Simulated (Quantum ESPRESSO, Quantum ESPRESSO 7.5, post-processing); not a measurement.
# Cu(100), 5 layers: vacuum convergence

Aim: how far one choice must go before the vacuum level and the energy of Cu(100), 5 layers stand still, and what it costs.

Calculated with Quantum ESPRESSO 7.5; plane-wave DFT, PBE, PseudoDojo norm-conserving pseudopotentials.

Most raw output is cut from this account.

In doubt: a PseudoDojo file used here is known to give poor structures and forces (steps 2, 3, 4, 6, 8, 10, 12), which bears on pressures, cells, forces and phonons.

## 1. The starting structure

The cell holds 5 atoms: 5 Cu. Its edges and angles: a = 2.553 Å, b = 2.553 Å, c = 31.220 Å, α = 90.0°, β = 90.0°, γ = 90.0°. It derives from Cu. Vacuum lies along c.

## 2. Self-consistent run: 24 Å of vacuum

The first run is the reference of the series.

Input file c0.in:

```
&control
  prefix = 'c0'
  outdir = './out'
  pseudo_dir = './pseudo'
  calculation = 'scf'
  tprnfor = .true.
/
&system
  ibrav = 0
  nat = 5
  ntyp = 1
  ecutwfc = 84
  ecutrho = 336
  occupations = 'smearing'
  smearing = 'mv'
  degauss = 0.02
/
&electrons
  conv_thr = 1e-07
  mixing_beta = 0.4
  electron_maxstep = 120
  mixing_mode = 'local-TF'
/
ATOMIC_SPECIES
  Cu  63.5460  Cu.dojo-sr-pbe-0.4.1-standard.upf
CELL_PARAMETERS angstrom
  2.55265548008344 0.00000000000000 0.00000000000000
  0.00000000000000 2.55265548008344 0.00000000000000
  0.00000000000000 0.00000000000000 31.22000000000000
ATOMIC_POSITIONS crystal
  Cu  0.000000000000 0.000000000000 0.384368994234
  Cu  0.500000000000 0.500000000000 0.442184497117
  Cu  0.000000000000 0.000000000000 0.500000000000
  Cu  0.500000000000 0.500000000000 0.557815502883
  Cu  0.000000000000 0.000000000000 0.615631005766
K_POINTS automatic
  10 10 1 0 0 0
```

The run is started by

```sh
$ OMP_NUM_THREADS=1 mpirun -n 4 pw.x -nk 4 -in c0.in > c0.out
```

Elapsed: 2.8 min, on 4 MPI ranks of Arm Neoverse V1, shared host; peak memory 1.2 GiB.

Numbers from this step:

```
free energy  : -25796.2971 eV
Fermi energy : 1.933 eV
```

The program's own clock; routines nest. Time by routine:

| routine | wall time (s) | calls |
| --- | --- | --- |
| PWSCF | 170.4 | 1 |
| electrons | 165.5 | 1 |
| c_bands | 133 | 15 |
| cegterg | 127.2 | 90 |
| h_psi | 93.38 | 511 |
| fftw | 86.17 | 29076 |
| vloc_psi | 76.3 | 511 |
| sum_band | 18.65 | 15 |
| mix_rho | 12.37 | 15 |
| calbec | 9.34 | 535 |
| add_vuspsi | 8.45 | 511 |
| h_psi:calbec | 8.41 | 511 |
| ffts | 7.51 | 1635 |
| init_run | 3.6 | 1 |

The run needed 15 iterations to bring the estimated error under 1e-07 Ry; the largest force on any atom, held or free, is 0.26 eV/Å.

## 3. Potential by pp.x

The vacuum level is read from the electrostatic potential (plot_num = 11), averaged over planes.

Input file c0.pot.in:

```
&inputpp
  prefix = 'c0'
  outdir = './out'
  filplot = 'c0.pot.dat'
  plot_num = 11
/
```

The run is started by

```sh
$ OMP_NUM_THREADS=1 mpirun -n 4 pp.x -in c0.pot.in > c0.pot.out
```

Run time: 0.81 s. Hardware: 4 MPI ranks; peak memory 0.1 GiB.

Numbers from this step:

```
potential in the middle of the vacuum, over the Fermi level : 4.467 eV
```

The potential energy, planar mean oscillates, so the rows of the table below give means over windows of 1.82 Å about each position, cut where the curve ends. Its maxima inside the range that stand out by 2 % of the span (Å: eV): 12.9: -1.68, 14.7: -1.78, 16.5: -1.78, 18.3: -1.68. Its minima: 12.0: -21.5, 13.8: -21.9, 15.6: -21.8, 17.4: -21.9, 19.3: -21.5.

Electrostatic potential energy of an electron; zero at the Fermi level. The potential energy, planar mean by z; means over each step:

| z (Å) | potential energy, planar mean (eV) |
| --- | --- |
| 0.91 | 4.47 |
| 2.73 | 4.47 |
| 4.55 | 4.47 |
| 6.37 | 4.47 |
| 8.19 | 4.46 |
| 10.01 | 3.98 |
| 11.83 | -9.22 |
| 13.65 | -10.1 |
| 15.47 | -10.0 |
| 17.29 | -10.1 |
| 19.11 | -9.69 |
| 20.93 | 3.46 |
| 22.75 | 4.46 |
| 24.57 | 4.47 |
| 26.39 | 4.47 |
| 28.21 | 4.47 |
| 30.03 | 4.47 |

Inside the slab this potential holds the local part of the pseudopotentials, which can be repulsive at the nuclei; only its value in the vacuum has a meaning of its own.

## 4. Self-consistent run: 18 Å of vacuum

Input file c2.in:

```
&control
  prefix = 'c2'
  outdir = './out'
  pseudo_dir = './pseudo'
  calculation = 'scf'
  tprnfor = .true.
/
&system
  ibrav = 0
  nat = 5
  ntyp = 1
  ecutwfc = 84
  ecutrho = 336
  occupations = 'smearing'
  smearing = 'mv'
  degauss = 0.02
/
&electrons
  conv_thr = 1e-07
  mixing_beta = 0.4
  electron_maxstep = 120
  mixing_mode = 'local-TF'
/
ATOMIC_SPECIES
  Cu  63.5460  Cu.dojo-sr-pbe-0.4.1-standard.upf
CELL_PARAMETERS angstrom
  2.55265548008344 0.00000000000000 0.00000000000000
  0.00000000000000 2.55265548008344 0.00000000000000
  0.00000000000000 0.00000000000000 25.22000000000000
ATOMIC_POSITIONS crystal
  Cu  0.000000000000 0.000000000000 0.356859635210
  Cu  0.500000000000 0.500000000000 0.428429817605
  Cu  0.000000000000 0.000000000000 0.500000000000
  Cu  0.500000000000 0.500000000000 0.571570182395
  Cu  0.000000000000 0.000000000000 0.643140364790
K_POINTS automatic
  10 10 1 0 0 0
```

The run is started by

```sh
$ OMP_NUM_THREADS=1 mpirun -n 4 pw.x -nk 4 -in c2.in > c2.out
```

Wall time 2.1 min (4 MPI ranks); peak memory 1 GiB; 8.2 min of CPU time.

Read from the output:

| Quantity | Value |
| --- | --- |
| free energy | -25796.2970 eV |
| Fermi energy | 3.457 eV |

The program's own clock; routines nest. Time by routine:

| routine | wall time (s) | calls |
| --- | --- | --- |
| PWSCF | 122.7 | 1 |
| electrons | 118.8 | 1 |
| c_bands | 96.19 | 14 |
| cegterg | 91.15 | 84 |
| h_psi | 66.18 | 413 |
| fftw | 60.08 | 27138 |
| vloc_psi | 53.52 | 413 |
| sum_band | 12.71 | 14 |
| mix_rho | 8.75 | 14 |
| calbec | 6.99 | 437 |
| add_vuspsi | 6.25 | 413 |
| h_psi:calbec | 6.24 | 413 |
| ffts | 5.27 | 1499 |
| init_run | 2.83 | 1 |

## 5. Electrostatic potential

Input file c2.pot.in:

```
&inputpp
  prefix = 'c2'
  outdir = './out'
  filplot = 'c2.pot.dat'
  plot_num = 11
/
```

The run is started by

```sh
$ OMP_NUM_THREADS=1 mpirun -n 4 pp.x -in c2.pot.in > c2.pot.out
```

Elapsed: 0.76 s, on 4 MPI ranks; peak memory 0.13 GiB; 2.8 s of CPU time.

Read from the output:

```
potential in the middle of the vacuum, over the Fermi level : 4.466 eV
```

Counted from each run's own zero (the Fermi level), the vacuum level differs from the first run's by -1 meV.

## 6. Ground state: 14 Å of vacuum

Input file c4.in:

```
&control
  prefix = 'c4'
  outdir = './out'
  pseudo_dir = './pseudo'
  calculation = 'scf'
  tprnfor = .true.
/
&system
  ibrav = 0
  nat = 5
  ntyp = 1
  ecutwfc = 84
  ecutrho = 336
  occupations = 'smearing'
  smearing = 'mv'
  degauss = 0.02
/
&electrons
  conv_thr = 1e-07
  mixing_beta = 0.4
  electron_maxstep = 120
  mixing_mode = 'local-TF'
/
ATOMIC_SPECIES
  Cu  63.5460  Cu.dojo-sr-pbe-0.4.1-standard.upf
CELL_PARAMETERS angstrom
  2.55265548008344 0.00000000000000 0.00000000000000
  0.00000000000000 2.55265548008344 0.00000000000000
  0.00000000000000 0.00000000000000 21.22000000000000
ATOMIC_POSITIONS crystal
  Cu  0.000000000000 0.000000000000 0.329877474081
  Cu  0.500000000000 0.500000000000 0.414938737041
  Cu  0.000000000000 0.000000000000 0.500000000000
  Cu  0.500000000000 0.500000000000 0.585061262959
  Cu  0.000000000000 0.000000000000 0.670122525919
K_POINTS automatic
  10 10 1 0 0 0
```

The run is started by

```sh
$ OMP_NUM_THREADS=1 mpirun -n 4 pw.x -nk 4 -in c4.in > c4.out
```

Wall time 83 s (4 MPI ranks); peak memory 0.87 GiB; 5.5 min of CPU time.

This step gave:

```
free energy  : -25796.2973 eV
Fermi energy : 4.950 eV
```

The program's own clock; routines nest. Time by routine:

| routine | wall time (s) | calls |
| --- | --- | --- |
| PWSCF | 82.63 | 1 |
| electrons | 79.49 | 1 |
| c_bands | 64.99 | 12 |
| cegterg | 61.46 | 72 |
| h_psi | 44.12 | 341 |
| fftw | 39.2 | 23086 |
| vloc_psi | 35.15 | 341 |
| sum_band | 8.38 | 12 |
| mix_rho | 5.26 | 12 |
| calbec | 5.05 | 365 |
| add_vuspsi | 4.44 | 341 |
| h_psi:calbec | 4.42 | 341 |
| ffts | 3.13 | 1099 |
| init_run | 2.26 | 1 |

## 7. Potential by pp.x

Input file c4.pot.in:

```
&inputpp
  prefix = 'c4'
  outdir = './out'
  filplot = 'c4.pot.dat'
  plot_num = 11
/
```

The run is started by

```sh
$ OMP_NUM_THREADS=1 mpirun -n 4 pp.x -in c4.pot.in > c4.pot.out
```

It took 0.73 s on 4 MPI ranks; peak memory 0.13 GiB; 2.7 s of CPU time.

Read from the output:

| Quantity | Value |
| --- | --- |
| potential in the middle of the vacuum, over the Fermi level | 4.467 eV |

Counted from each run's own zero (the Fermi level), the vacuum level differs from the first run's by +0 meV.

## 8. Self-consistent run: 12 Å of vacuum

Input file c6.in:

```
&control
  prefix = 'c6'
  outdir = './out'
  pseudo_dir = './pseudo'
  calculation = 'scf'
  tprnfor = .true.
/
&system
  ibrav = 0
  nat = 5
  ntyp = 1
  ecutwfc = 84
  ecutrho = 336
  occupations = 'smearing'
  smearing = 'mv'
  degauss = 0.02
/
&electrons
  conv_thr = 1e-07
  mixing_beta = 0.4
  electron_maxstep = 120
  mixing_mode = 'local-TF'
/
ATOMIC_SPECIES
  Cu  63.5460  Cu.dojo-sr-pbe-0.4.1-standard.upf
CELL_PARAMETERS angstrom
  2.55265548008344 0.00000000000000 0.00000000000000
  0.00000000000000 2.55265548008344 0.00000000000000
  0.00000000000000 0.00000000000000 19.22000000000000
ATOMIC_POSITIONS crystal
  Cu  0.000000000000 0.000000000000 0.312174817898
  Cu  0.500000000000 0.500000000000 0.406087408949
  Cu  0.000000000000 0.000000000000 0.500000000000
  Cu  0.500000000000 0.500000000000 0.593912591051
  Cu  0.000000000000 0.000000000000 0.687825182102
K_POINTS automatic
  10 10 1 0 0 0
```

The run is started by

```sh
$ OMP_NUM_THREADS=1 mpirun -n 4 pw.x -nk 4 -in c6.in > c6.out
```

Elapsed: 77 s, on 4 MPI ranks; peak memory 0.81 GiB; 5.1 min of CPU time.

Numbers from this step:

```
free energy  : -25796.2970 eV
Fermi energy : 5.930 eV
```

The program's own clock; routines nest. Time by routine:

| routine | wall time (s) | calls |
| --- | --- | --- |
| PWSCF | 76.11 | 1 |
| electrons | 73.09 | 1 |
| c_bands | 59.45 | 12 |
| cegterg | 56.01 | 72 |
| h_psi | 41.1 | 292 |
| fftw | 37.56 | 22900 |
| vloc_psi | 33.34 | 292 |
| sum_band | 7.98 | 12 |
| mix_rho | 4.83 | 12 |
| calbec | 4.41 | 316 |
| h_psi:calbec | 3.83 | 292 |
| add_vuspsi | 3.82 | 292 |
| ffts | 3.05 | 1031 |
| init_run | 2.2 | 1 |

## 9. Electrostatic potential

Input file c6.pot.in:

```
&inputpp
  prefix = 'c6'
  outdir = './out'
  filplot = 'c6.pot.dat'
  plot_num = 11
/
```

The run is started by

```sh
$ OMP_NUM_THREADS=1 mpirun -n 4 pp.x -in c6.pot.in > c6.pot.out
```

Elapsed: 0.72 s, on 4 MPI ranks; peak memory 0.13 GiB; 2.6 s of CPU time.

Counted from each run's own zero (the Fermi level), the vacuum level differs from the first run's by -0 meV.

## 10. SCF with pw.x: 10 Å of vacuum

Input file c8.in:

```
&control
  prefix = 'c8'
  outdir = './out'
  pseudo_dir = './pseudo'
  calculation = 'scf'
  tprnfor = .true.
/
&system
  ibrav = 0
  nat = 5
  ntyp = 1
  ecutwfc = 84
  ecutrho = 336
  occupations = 'smearing'
  smearing = 'mv'
  degauss = 0.02
/
&electrons
  conv_thr = 1e-07
  mixing_beta = 0.4
  electron_maxstep = 120
  mixing_mode = 'local-TF'
/
ATOMIC_SPECIES
  Cu  63.5460  Cu.dojo-sr-pbe-0.4.1-standard.upf
CELL_PARAMETERS angstrom
  2.55265548008344 0.00000000000000 0.00000000000000
  0.00000000000000 2.55265548008344 0.00000000000000
  0.00000000000000 0.00000000000000 17.22000000000000
ATOMIC_POSITIONS crystal
  Cu  0.000000000000 0.000000000000 0.290360046458
  Cu  0.500000000000 0.500000000000 0.395180023229
  Cu  0.000000000000 0.000000000000 0.500000000000
  Cu  0.500000000000 0.500000000000 0.604819976771
  Cu  0.000000000000 0.000000000000 0.709639953542
K_POINTS automatic
  10 10 1 0 0 0
```

The run is started by

```sh
$ OMP_NUM_THREADS=1 mpirun -n 4 pw.x -nk 4 -in c8.in > c8.out
```

Wall time 63 s (4 MPI ranks); peak memory 0.75 GiB; 4.2 min of CPU time.

Read from the output:

- free energy: -25796.2972 eV
- Fermi energy: 7.138 eV

The program's own clock; routines nest. Time by routine:

| routine | wall time (s) | calls |
| --- | --- | --- |
| PWSCF | 62.1 | 1 |
| electrons | 59.53 | 1 |
| c_bands | 48.74 | 12 |
| cegterg | 45.89 | 72 |
| h_psi | 33.1 | 248 |
| fftw | 29.37 | 22654 |
| vloc_psi | 26.32 | 248 |
| sum_band | 6.35 | 12 |
| calbec | 3.88 | 272 |
| mix_rho | 3.73 | 12 |
| h_psi:calbec | 3.37 | 248 |
| add_vuspsi | 3.32 | 248 |
| ffts | 2.18 | 1017 |
| init_run | 1.83 | 1 |

## 11. Potential by pp.x

Input file c8.pot.in:

```
&inputpp
  prefix = 'c8'
  outdir = './out'
  filplot = 'c8.pot.dat'
  plot_num = 11
/
```

The run is started by

```sh
$ OMP_NUM_THREADS=1 mpirun -n 4 pp.x -in c8.pot.in > c8.pot.out
```

The job ended after 0.7 s (4 MPI ranks; peak memory 0.13 GiB).

Numbers from this step:

| Property | Result |
| --- | --- |
| potential in the middle of the vacuum, over the Fermi level | 4.468 eV |

Counted from each run's own zero (the Fermi level), the vacuum level differs from the first run's by +1 meV.

## 12. Ground state: 8 Å of vacuum

Input file c10.in:

```
&control
  prefix = 'c10'
  outdir = './out'
  pseudo_dir = './pseudo'
  calculation = 'scf'
  tprnfor = .true.
/
&system
  ibrav = 0
  nat = 5
  ntyp = 1
  ecutwfc = 84
  ecutrho = 336
  occupations = 'smearing'
  smearing = 'mv'
  degauss = 0.02
/
&electrons
  conv_thr = 1e-07
  mixing_beta = 0.4
  electron_maxstep = 120
  mixing_mode = 'local-TF'
/
ATOMIC_SPECIES
  Cu  63.5460  Cu.dojo-sr-pbe-0.4.1-standard.upf
CELL_PARAMETERS angstrom
  2.55265548008344 0.00000000000000 0.00000000000000
  0.00000000000000 2.55265548008344 0.00000000000000
  0.00000000000000 0.00000000000000 15.22000000000000
ATOMIC_POSITIONS crystal
  Cu  0.000000000000 0.000000000000 0.262812089356
  Cu  0.500000000000 0.500000000000 0.381406044678
  Cu  0.000000000000 0.000000000000 0.500000000000
  Cu  0.500000000000 0.500000000000 0.618593955322
  Cu  0.000000000000 0.000000000000 0.737187910644
K_POINTS automatic
  10 10 1 0 0 0
```

The run is started by

```sh
$ OMP_NUM_THREADS=1 mpirun -n 4 pw.x -nk 4 -in c10.in > c10.out
```

Wall time 53 s (4 MPI ranks); peak memory 0.68 GiB; 3.5 min of CPU time.

Numbers from this step:

* free energy: -25796.2964 eV
* Fermi energy: 8.661 eV

The program's own clock; routines nest. Time by routine:

| routine | wall time (s) | calls |
| --- | --- | --- |
| PWSCF | 52.69 | 1 |
| electrons | 50.35 | 1 |
| c_bands | 41.72 | 11 |
| cegterg | 39.42 | 66 |
| h_psi | 28.98 | 221 |
| fftw | 26.18 | 21058 |
| vloc_psi | 23.37 | 221 |
| sum_band | 5.58 | 11 |
| calbec | 3.2 | 245 |
| h_psi:calbec | 2.78 | 221 |
| add_vuspsi | 2.75 | 221 |
| mix_rho | 2.42 | 11 |
| init_run | 1.72 | 1 |
| wfcinit | 1.47 | 1 |

## 13. Potential by pp.x

Input file c10.pot.in:

```
&inputpp
  prefix = 'c10'
  outdir = './out'
  filplot = 'c10.pot.dat'
  plot_num = 11
/
```

The run is started by

```sh
$ OMP_NUM_THREADS=1 mpirun -n 4 pp.x -in c10.pot.in > c10.pot.out
```

Run time: 0.69 s. Hardware: 4 MPI ranks; peak memory 0.13 GiB.

Read from the output:

```
potential in the middle of the vacuum, over the Fermi level : 4.469 eV
```

Counted from each run's own zero (the Fermi level), the vacuum level differs from the first run's by +2 meV.

## 14. The series side by side

All levels:

| level | vacuum level over the Fermi level (eV) | its change from the first (meV) | energy from the first (meV an atom) | SCF iterations | wall time (s) | peak memory (GiB) | CPU time (s) |
| --- | --- | --- | --- | --- | --- | --- | --- |
| 24 Å of vacuum | 4.467 | 0 | 0 | 15 | 171 | 1.19 | 683.5 |
| 18 Å of vacuum | 4.466 | -0.5263 | 0.0237 | 14 | 123.2 | 1 | 492.5 |
| 14 Å of vacuum | 4.467 | 0.1079 | -0.03301 | 12 | 83.14 | 0.87 | 332.3 |
| 12 Å of vacuum | 4.467 | -0.03471 | 0.01937 | 12 | 76.62 | 0.81 | 306.2 |
| 10 Å of vacuum | 4.468 | 1.273 | -0.009959 | 12 | 62.62 | 0.75 | 250.2 |
| 8 Å of vacuum | 4.469 | 2.139 | 0.1408 | 11 | 53.21 | 0.68 | 212.6 |

## 15. What came out

```json
{
  "vacuum level over the Fermi level, 24 Å of vacuum": "4.467 eV",
  "cheapest step of the main series that, with all steps before it, keeps the vacuum level within 20 meV of the first": "8 Å of vacuum: +2 meV, 3.5 min of CPU time against 11 min",
  "setting with the largest shift of the level": "8 Å of vacuum: +2 meV"
}
```

What this shows: The cheapest step of the main series that, with all steps before it, keeps the vacuum level within 20 meV of the first is 8 Å of vacuum: +2 meV, 3.5 min of CPU time against 11 min. Over the series the energy moves by up to 0.141 meV an atom and the vacuum level by up to 2 meV. The level is read in the middle of the vacuum, where a short gap still holds the tails of both faces. The times come from a shared host and are rough. Peak memory is sampled during the run and can miss the peak. The geometry is as built, not relaxed.

[Logs are printed without paths, hosts, clocks, repeated set-up lines and the standing remarks that a program may print on its own settings, such as how far it seeks lower states.]

[Hosts, paths, dates, database ids (printed as entryN), source tags and the programs' standing remarks are cut or masked in the printed files.]

[Maps of the electrostatic potential energy from Ansatz leave out the sawtooth potential of an applied field or a dipole correction, so their vacuum need not be flat; planar profiles and work functions include it.]
